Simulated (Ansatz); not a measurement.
## NaMgI3 (built on the sites of a database entry of CsMgF3): the cell at rest: bringing the structure to rest

Ansatz 0.2.0; DFT r2SCAN, scalar-relativistic, plane waves, PAW.

The structure was built from a prototype and need not be the compound's stable phase.

The structure is cubic, space group Pm-3m (No. 221). The conventional cell has a = 5.775 Å, b = 5.775 Å, c = 5.775 Å, α = 90.00°, β = 90.00°, γ = 90.00°. Nearest to Na lie 12 I at 4.08 Å. Nearest to Mg lie 6 I at 2.89 Å. I has 2 Mg at 2.89 Å nearest. Farther neighbours and most contacts between anions are not listed.

The steps of the relaxation:

```tsv
step	energy less that of the first step (eV)	largest force component (eV/Å)	pressure (GPa)	volume (Å³)
1	0.0000	0.0000	0.15	192.62
2	-0.0004	0.0000	0.06	193.37
3	-0.0005	0.0000	0.00	193.95
4*	-0.0006	0.0000	0.00	193.95
```

Relaxation steps marked * repeat the geometry before them on a plane-wave basis chosen anew for their cell, so energy and pressure can jump there.

The run keeps the 48 symmetry operations that it works with, so distortions that break them were not tested.

```tsv
conventional cell, symmetrised	before	after	change
a (Å)	5.775	5.788	+0.2 %
b (Å)	5.775	5.788	+0.2 %
c (Å)	5.775	5.788	+0.2 %
volume (Å³/atom)	38.52	38.79	+0.7 %
```

The relaxed structure:

```cif
data_structure
_symmetry_space_group_name_H-M 'P 1'
_symmetry_Int_Tables_number 1
_cell_length_a 5.7884
_cell_length_b 5.7884
_cell_length_c 5.7884
_cell_angle_alpha 90.000
_cell_angle_beta 90.000
_cell_angle_gamma 90.000
_cell_volume 193.95
loop_
_atom_site_label
_atom_site_type_symbol
_atom_site_fract_x
_atom_site_fract_y
_atom_site_fract_z
_atom_site_occupancy
Na1 Na 0.00000 0.00000 0.00000 1
Mg2 Mg 0.50000 0.50000 0.50000 1
I3 I 0.00000 0.50000 0.50000 1
I4 I 0.50000 0.00000 0.50000 1
I5 I 0.50000 0.50000 0.00000 1
```

Numbers from this step:

| Property | Result |
| --- | --- |
| pressure | 0.001187 GPa |
| gap on the k-mesh | 1.822 eV |
| volume per atom | 38.79 Å³ |
| direct gap on mesh | 2.392 eV |

Q: Write an input that reproduces this.

The system, level and task follow from the heading and the kind of results. Meshes, cutoffs and thresholds can't be read from the results; these are the ones that the run used.

Contents of input.yaml:

```yaml
crystal:
  lattice:
    - [5.7752067717, 0.0, 0.0]
    - [0.0, 5.7752067717, 0.0]
    - [0.0, 0.0, 5.7752067717]
  atoms:
    - { symbol: Na, position: [0.0, 0.0, 0.0] }
    - { symbol: Mg, position: [0.5, 0.5, 0.5] }
    - { symbol: I, position: [0.0, 0.5, 0.5] }
    - { symbol: I, position: [0.5, 0.0, 0.5] }
    - { symbol: I, position: [0.5, 0.5, 0.0] }
kpoints:
  mp_grid: { grid: [4, 4, 4] }
hamiltonian:
  xc: r2scan
scf:
  occupations: { method: gaussian, width: 0.02 }
output:
  forces: true
  stress: true
  eigenvalues: true
relax:
  adjacent_minimum: "off"
  f_tol: 0.005
  max_steps: 80
  cell: { stress_tol: 0.05 }
```

Run with:

```bash
$ ansatz run input.yaml --threads 8 --pin off --max-ram 14336MiB --backend cpu --events-out ev --progress --plain --runs-dir out
```

[Logs are printed without paths, hosts, clocks, repeated set-up lines and the standing remarks that a program may print on its own settings, such as how far it seeks lower states.]

[Hosts, paths, dates, database ids (printed as entryN), source tags and the programs' standing remarks are cut or masked in the printed files.]
